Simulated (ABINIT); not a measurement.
# Excitons of FeAs2 (Lollingite): kernels and approximations

Aim: the absorption spectrum of FeAs2 (Lollingite) with electron-hole interaction, and what each part of the kernel does.

Program: ABINIT 10.8.3. Level of theory: LDA and many-body steps on it, plane waves. Results are calculated unless marked as measured.

## (1) Set-up

It takes space group Pnnm (No. 58, orthorhombic). The conventional cell has a = 5.301 Å, b = 5.986 Å, c = 2.882 Å, α = 90.00°, β = 90.00°, γ = 90.00°. Fe has 6 As at 2.36 to 2.39 Å nearest. Nearest to As lie 3 Fe at 2.36 to 2.39 Å and 1 As at 2.49 Å. Farther neighbours are not listed.

The cell and positions come from the Crystallography Open Database and are kept as given unless a step says otherwise.

## (2) Empty states on the mesh, 2×2×4 mesh, 116 bands

This step: ABINIT 10.8.3; DFT, LDA, plane waves, norm-conserving pseudopotentials.

The sums over transitions need many empty states on a uniform mesh; this step solves for them.

Contents of run.abi:

```
acell 3*1.0 Angstrom
rprim 
  5.301200000000 0.000000000000 0.000000000000
  0.000000000000 5.985800000000 0.000000000000
  0.000000000000 0.000000000000 2.882200000000
ntypat 2
znucl 26 33
natom 6
typat 1 1 2 2 2 2
xred 
  0.000000000000 0.000000000000 -0.000000000000
  0.500000000000 0.500000000000 0.500000000000
  0.176300000000 0.362400000000 -0.000000000000
  0.823700000000 0.637600000000 -0.000000000000
  0.676300000000 0.137600000000 0.500000000000
  0.323700000000 0.862400000000 0.500000000000
pp_dirpath "pseudos"
pseudos "Fe.upf, As.upf"
ecut 65
ngkpt 2 2 4
nshiftk 1
shiftk 0 0 0
kptopt 1
chksymbreak 0
iscf -2
irdden 1
istwfk *1
nband 116
nbdbuf 10
tolwfr 1e-09
nstep 60
prtvol 0
indata_prefix "in"
outdata_prefix "out"
tmpdata_prefix "tmp"
```

The run is started by

```
$ OMP_NUM_THREADS=1 mpirun -n 4 abinit run.abi > log
```

Numbers of over 12 decimals in the logs are rounded to 6 here.

The program printed:

```text
.Version 10.8.3 of ABINIT. v10.8.2 released Aug 2026.

 Symmetries : space group Pn n m (# 58); Bravais oP (primitive ortho.)
[... echo of the input left out ...]
== DATASET  1 ==================================================================
-   mpi_nproc: 4, omp_nthreads: 1 (-1 if OMP is not activated)

--- !DatasetInfo
iteration_state: {dtset: 1, }
dimensions: {natom: 6, nkpt: 12, mband: 116, nsppol: 1, nspinor: 1, nspden: 1, mpw: 15496, }
cutoff_energies: {ecut:  65.0, pawecutdg:  -1.0, }
[...]
1.21807    1.22958    1.24060    1.26820    1.27330    1.29012    1.30184    1.30316
   1.30421    1.37021    1.37712    1.37742    1.38164    1.41172    1.42440    1.42794
   1.45763    1.45923    1.46801    1.48028
 prteigrs : prtvol=0 or 1, do not print more k-points.

== END DATASET(S) ==============================================================
================================================================================

 -outvars: echo values of variables after computation  --------
            nband         116
             nkpt          12
          spgroup          58
 [... the other variables as echoed above ...]

 Calculation completed.
```

Elapsed: 2.8 min, on 4 MPI ranks of Arm Neoverse V2, shared host; peak memory 0.77 GiB; 11 min of CPU time.

This step gave:

```
gap                                                           : 0.2727 eV
k of the valence top                                          : 0, 0.5, 0.25
k of the conduction bottom                                    : 0, 0, 0.25
least direct gap                                              : 0.5777 eV
k points computed                                             : 12
lowest point of the top converged band, above the valence top : 25.31 eV
```

On this mesh the gap is 0.273 eV.

The density comes from a self-consistent run that is not shown.

## (3) Screening, 2×2×4 mesh, 106 bands, screening to 98 eV

The RPA dielectric matrix is built and inverted for each q.

This step: RPA screening on LDA, plane waves, norm-conserving pseudopotentials.

run.abi: that of step 2 with these lines changed.

```diff
@@ -24,10 +24,11 @@
 chksymbreak 0
-iscf -2
-irdden 1
 istwfk *1
-nband 116
-nbdbuf 10
-tolwfr 1e-09
-nstep 60
-prtvol 0
+occopt 1
+irdwfk 1
+optdriver 3
+nband 106
+ecuteps 3.6
+inclvkb 2
+awtr 1
+symchi 1
 indata_prefix "in"
```

The program printed:

```text
.Version 10.8.3 of ABINIT. v10.8.2 released Aug 2026.

 Symmetries : space group Pn n m (# 58); Bravais oP (primitive ortho.)
[... echo of the input left out ...]
== DATASET  1 ==================================================================
-   mpi_nproc: 4, omp_nthreads: 1 (-1 if OMP is not activated)

--- !DatasetInfo
iteration_state: {dtset: 1, }
dimensions: {natom: 6, nkpt: 12, mband: 106, nsppol: 1, nspinor: 1, nspden: 1, mpw: 15496, }
cutoff_energies: {ecut:  65.0, pawecutdg:  -1.0, }
[...]
--------------------------------------------------------------------------------
[... chi0 elements left out ...]
 For q-point:  0.000010 0.000020 0.000030
  dielectric constant =  26.9472
  dielectric constant without local fields =  27.8455

  Average fulfillment of the sum rule on Im[epsilon] for q-point    1 :     19.63  [%]
[... wings left out ...]
  q-point number  2        q = ( 0.500000, 0.000000, 0.000000) [r.l.u.]
--------------------------------------------------------------------------------
[... chi0 elements left out ...]
  Average fulfillment of the sum rule on Im[epsilon] for q-point    2 :     23.39  [%]

 [... 10 further q-points ...]
```

It took 3.5 min on 4 MPI ranks; peak memory 6.3 GiB.

Numbers from this step:

```
ε∞ with local fields, on this mesh, along the program's q direction : 26.95
the same without local fields                                       : 27.85
plasma frequency                                                    : 43.24 eV
plane waves in the screening matrix                                 : 201
```

Local fields lower ε∞ by 3 %. On a Γ-centred mesh this coarse the value itself is usually too large, while a short band sum pulls it down.

## (4) Self-energy, 2×2×4 mesh, 106 bands, screening to 98 eV

The self-energy is evaluated for the states that the input lists, and the levels follow from it, in one-shot runs by the linearised quasiparticle equation.

This step: G0W0 on LDA, plane waves, norm-conserving pseudopotentials.

run.abi: that of step 3 with these lines changed.

```diff
@@ -27,8 +27,21 @@
 irdwfk 1
-optdriver 3
+optdriver 4
 nband 106
+gwcalctyp 0
+ecutsigx 65
+symsigma 1
+nkptgw 4
+kptgw 
+  0.0000000000 0.5000000000 0.2500000000
+  0.0000000000 0.0000000000 0.2500000000
+  0.5000000000 0.5000000000 0.5000000000
+  0.0000000000 0.0000000000 0.0000000000
+bdgw 
+  61 64
+  61 64
+  61 64
+  61 64
 ecuteps 3.6
-inclvkb 2
-awtr 1
-symchi 1
+irdscr 1
+ppmodel 1
 indata_prefix "in"
```

The program printed:

```text
.Version 10.8.3 of ABINIT. v10.8.2 released Aug 2026.

 Symmetries : space group Pn n m (# 58); Bravais oP (primitive ortho.)
[... echo of the input left out ...]
== DATASET  1 ==================================================================
-   mpi_nproc: 4, omp_nthreads: 1 (-1 if OMP is not activated)

--- !DatasetInfo
iteration_state: {dtset: 1, }
dimensions: {natom: 6, nkpt: 12, mband: 106, nsppol: 1, nspinor: 1, nspden: 1, mpw: 15496, }
cutoff_energies: {ecut:  65.0, pawecutdg:  -1.0, }
[...]
Band     E0 <VxcDFT>   SigX SigC(E0)      Z dSigC/dE  Sig(E)    E-E0       E
[...]
63  11.406 -27.004 -23.531  -1.542   0.724  -0.381 -25.606   1.398  12.804
       64  12.282 -14.595 -10.086  -2.929   0.805  -0.243 -13.324   1.272  13.553

== END DATASET(S) ==============================================================
================================================================================

 -outvars: echo values of variables after computation  --------
           etotal      0.0000000000E+00
            nband         106
             nkpt          12
          spgroup          58
 [... the other variables as echoed above ...]

 Calculation completed.
```

It took 35 s on 4 MPI ranks; peak memory 6.2 GiB; 2.3 min of CPU time.

This step gave:

```
G0W0 gap on the mesh                         : 0.4290 eV
starting gap on the mesh                     : 0.2727 eV
k of the valence top                         : 0, 0, 0
k of the conduction bottom                   : 0, 0, 0.25
least direct G0W0 gap on the computed points : 0.7220 eV
```

The gap on the mesh goes from 0.27 eV to 0.43 eV, a correction of +0.16 eV.

The gap opens by 0.156 eV; the next steps shift the empty bands rigidly by 0.156 eV.

## (5) Excitons

Optical absorption needs the electron-hole interaction, solved here in a basis of vertical transitions on the mesh.

This step: Bethe-Salpeter equation on LDA with a scissors shift, plane waves, norm-conserving pseudopotentials.

run.abi: that of step 4 with these lines changed.

```diff
@@ -27,21 +27,17 @@
 irdwfk 1
-optdriver 4
-nband 106
-gwcalctyp 0
-ecutsigx 65
-symsigma 1
-nkptgw 4
-kptgw 
-  0.0000000000 0.5000000000 0.2500000000
-  0.0000000000 0.0000000000 0.2500000000
-  0.5000000000 0.5000000000 0.5000000000
-  0.0000000000 0.0000000000 0.0000000000
-bdgw 
-  61 64
-  61 64
-  61 64
-  61 64
+optdriver 99
+bs_calctype 1
+mbpt_sciss 0.156 eV
+bs_loband 49
+nband 70
+bs_exchange_term 1
+bs_coulomb_term 11
+bs_coupling 0
+bs_algorithm 1
+bs_freq_mesh 0 7 0.05 eV
+zcut 0.15 eV
 ecuteps 3.6
+ecutwfn 32.5
+inclvkb 2
 irdscr 1
-ppmodel 1
 indata_prefix "in"
```

The program printed:

```text
.Version 10.8.3 of ABINIT. v10.8.2 released Aug 2026.

 Symmetries : space group Pn n m (# 58); Bravais oP (primitive ortho.)
[... echo of the input left out ...]
== DATASET  1 ==================================================================
-   mpi_nproc: 4, omp_nthreads: 1 (-1 if OMP is not activated)

--- !DatasetInfo
iteration_state: {dtset: 1, }
dimensions: {natom: 6, nkpt: 12, mband: 70, nsppol: 1, nspinor: 1, nspden: 1, mpw: 5504, }
cutoff_energies: {ecut:  32.5, pawecutdg:  -1.0, }
electrons: {nelect:   1.24000000E+02, charge:   0.00000000E+00, occopt:   1.00000000E+00, tsmear:   1.00000000E-02, }

 Exciton: Calculation of dielectric properties by solving the Bethe-Salpeter equation
 in frequency domain and reciprocal space on a transitions basis set.
 Based on a program developed by L. Reining, V. Olevano, F. Sottile,
 S. Albrecht, and G. Onida. Incorporated in ABINIT by M. Giantomassi.

.Using double precision arithmetic ; gwpc =  8

[... cell and pseudopotentials left out ...]
--------------------------------------------------------------------------------

 ==== K-mesh for the wavefunctions ====
 Number of points in the irreducible wedge :    12
[... list of points left out ...]
 Together with  8 symmetry operations and time-reversal symmetry
 yields    16 points in the full Brillouin Zone.

 ==== Q-mesh for the screening function ====
 Number of points in the irreducible wedge :    12
[... list of points left out ...]
 Together with  8 symmetry operations and time-reversal symmetry
 yields    16 points in the full Brillouin Zone.

 vcoul_init : cutoff-mode = AUXILIARY_FUNCTION
 q-points for optical limit:   1
     1)      0.000010    0.000020    0.000030
 setmesh: FFT mesh size selected  =    36x   40x   20
          total number of points  =        28800

 ==== Fundamental parameters for the solution of the Bethe-Salpeter equation: ====
 Algorithm: Direct diagonalization.
 Dimension of the v, W matrices,  npweps  = 201
 Cutoff for the wavefunctions,    npwwfn  = 5445
 Number of k-points in the IBZ,   nkibz   = 12
 Highest empty band included,     nband   = 70
 === Spin UP ===
 Number of resonant transitions          1792
 Lowest occupied state                   49
 Highest occupied state                  62
 Lowest unoccupied state                 63
 Highest unoccupied state                70
 Minimum frequency [eV]           Emin    =   0.00
 Maximum frequency [eV]           Emax    =   7.00
 Frequency step [eV]              dE      =   0.05
 Lorentzian broadening [eV]       eta     =   0.15
 RPA L0 with KS energies and KS wavefunctions
 Scissors operator energy [eV] =          0.16
 Local fields effects (v term) included
 Excitonic effects (W term) included
 Full W_GG' included
 W is read from an external SCR file
 Resonant-only calculation (Hermitian case)

 Calculating epsilon_Macro(q-->0,w), along the following directions:
 q = (  1.594385  0.000000  0.000000) [r.l.u.]
 q = (  0.000000  1.800285  0.000000) [r.l.u.]
 q = (  0.000000  0.000000  0.866848) [r.l.u.]
 q = (  1.594385  0.000000  0.000000) [r.l.u.]
 q = (  0.000000  1.800285  0.000000) [r.l.u.]
 q = (  0.000000  0.000000  0.866848) [r.l.u.]
 Number of electrons calculated from density =  123.9219; Expected =  124.0000
 average of density, n =  0.200785
 r_s =    1.0594
 omega_plasma =   43.2236 [eV]

. Writing resonant excitonic Hamiltonian on file out_BSR; file size=   0.02 [Gb].
 Direct diagonalization of the resonant excitonic Hamiltonian, Matrix size= 1792
. Using LAPACK sequential version.
 Excitonic eigenvalues in eV up to n=   32
   0.58552   0.58746   0.61045   0.61270   0.69487   0.70803   0.80393   0.81039
   0.81178   0.81203   0.81868   0.82022   0.82213   0.83999   0.85008   0.85305
   0.85352   0.85923   0.85943   0.85983   0.85998   0.87688   0.88848   0.91217
   0.91246   0.91279   0.91319   0.91591   0.91875   0.91967   0.91986   0.92150

 First excitonic eigenvalue=    0.59 [eV]
 Last  excitonic eigenvalue=   32.53 [eV]

 GW  direct gap       0.73  0.00 [eV]
 EXC direct gap       0.59  0.00 [eV]
 EXC binding energy   0.15  0.00 [eV]

 Excitonic eigenvalues up to the GW energy gap [eV]
  1 (  0.59  0.00)
  2 (  0.59  0.00)
  3 (  0.61  0.00)
  4 (  0.61  0.00)
  5 (  0.69  0.00)
  6 (  0.71  0.00)

 Macroscopic dielectric function:
 omega [eV] <KS_RPA_nlf>  <GW_RPA_nlf>  <BSE>
   0.0000  37.8000   0.0000  34.5577   0.0000  38.1017   0.0000
   0.0500  37.8487   0.3383  34.5901   0.2129  38.1490   0.3247
   0.1000  37.9959   0.6906  34.6882   0.4314  38.2922   0.6616
   0.1500  38.2451   1.0724  34.8539   0.6616  38.5347   1.0246
   0.2000  38.6020   1.5038  35.0905   0.9107  38.8820   1.4308
   0.2500  39.0732   2.0117  35.4032   1.1877  39.3418   1.9032
   0.3000  39.6640   2.6355  35.7985   1.5044  39.9217   2.4747
   0.3500  40.3707   3.4343  36.2844   1.8775  40.6256   3.1945
   0.4000  41.1601   4.4931  36.8699   2.3310  41.4417   4.1364
   0.4500  41.9244   5.9131  37.5627   2.9011  42.3118   5.4038

 Writing KS-RPA macroscopic dielectric function without local fields to file: out_RPA_NLF_MDF
 Writing GW-RPA macroscopic dielectric function without local fields to file: out_GW_NLF_MDF
 Writing EXC Macroscopic dielectric function to file: out_EXC_MDF

== END DATASET(S) ==============================================================
================================================================================

 -outvars: echo values of variables after computation  --------
           etotal      0.0000000000E+00
            nband          70
             nkpt          12
          spgroup          58
 [... the other variables as echoed above ...]

 Calculation completed.
```

The job ended after 2.4 min (4 MPI ranks; peak memory 1.6 GiB).

Numbers from this step:

```
direct gap of the transition levels                            : 0.7340 eV
transitions in the window                                      : 1792
first strong exciton (over a fiftieth of the strongest listed) : 0.6105 eV
lowest state                                                   : 0.5855 eV
binding of the lowest state below the direct gap               : 0.1485 eV
Coulomb term of one mesh cell                                  : 0.1337 eV
```

The binding is 1.1 times the screened Coulomb term of one mesh cell (0.13 eV), so it is not shown settled.

The lowest state lies at 0.586 eV, 0.149 eV under the direct gap.

Lines within 3 meV are set at the lowest of them, and the highest group, which the list may cut short, is left out. Lines of the exciton spectrum (strongest = 100):

```csv
position (eV),lines merged,"oscillator strength, relative"
0.586,2,0.0
0.611,2,100
0.695,1,0.0
0.708,1,0.0
0.804,1,0.0
0.810,3,5.8
0.819,3,20
0.840,1,0.0
```

The ε₂ has structure finer than the step of the table below, so its rows give means over 0.2 eV, whole bins alone (the curve runs from 0 to 6.95 eV). Peaks (eV: height): BSE 0.95: 27.1, 1.30: 28.4, 2.80: 38.3; no electron-hole interaction 1.05: 26.8, 1.40: 27.3, 2.95: 36.1, 3.55: 29.7; Kohn-Sham, no shift 0.90: 26.7, 1.25: 27.2, 2.80: 36.1, 3.40: 29.7.

Mean over the three Cartesian directions of q; broadening 0.15 eV; transition window only. Limits: finite bands, cutoff and mesh; no spin polarisation; d states lean on the start; no spin-orbit coupling; coarse k mesh; exciton not shown settled in the k mesh. ε₂ against photon energy; means over each step:

```csv
photon energy (eV),BSE,no electron-hole interaction,"Kohn-Sham, no shift"
0.2,1.48,0.932,1.56
0.4,4.38,2.42,4.75
0.6,10.8,6.25,11.0
0.8,20.0,12.6,20.9
1.0,24.4,23.4,22.9
1.2,25.0,22.1,24.8
1.4,23.3,25.4,20.2
1.6,17.7,18.6,17.0
1.8,24.4,18.3,24.0
2.0,25.4,24.6,24.6
2.2,28.2,25.2,27.6
2.4,30.5,28.2,28.6
2.6,31.1,28.2,29.1
2.8,36.7,30.6,34.8
3.0,32.4,34.6,31.4
3.2,26.8,30.3,26.0
3.4,28.6,26.2,29.0
3.6,27.1,29.0,26.7
3.8,25.5,26.2,26.6
4.0,24.3,26.9,25.1
4.2,18.3,24.1,19.3
4.4,15.2,18.2,16.3
4.6,14.8,16.1,15.7
4.8,14.5,15.7,15.4
5.0,12.8,15.0,13.5
5.2,11.8,13.2,12.4
5.4,10.5,12.3,11.4
5.6,8.10,10.8,8.98
5.8,7.84,8.85,9.05
6.0,8.06,9.19,9.04
6.2,6.03,8.67,6.45
6.4,4.08,5.81,4.62
6.6,4.14,4.67,4.84
6.8,3.03,4.64,3.48
```

(Part 1 of 3 ends here.)

[Paths, hosts, dates, memory and timing lines, banners, echoed tables and standing remarks are left out of the program output.]

[Logs are printed without paths, hosts, clocks, repeated set-up lines and the standing remarks that a program may print on its own settings, such as how far it seeks lower states.]

[Runs of the session that timed out or met a known fault of the program may be left out.]

[Hosts, paths, dates, database ids (printed as entryN), source tags and the programs' standing remarks are cut or masked in the printed files.]

[G0W0 gaps are taken among the corrected bands and points alone; a level outside them can change the order at an edge.]

[Where Ansatz stands beside ABINIT at settings called matched, ABINIT's density can come from a denser mesh and the files from another edition; pairs whose starting gaps differed by over 0.03 eV were left out, so agreement reads better than it is.]
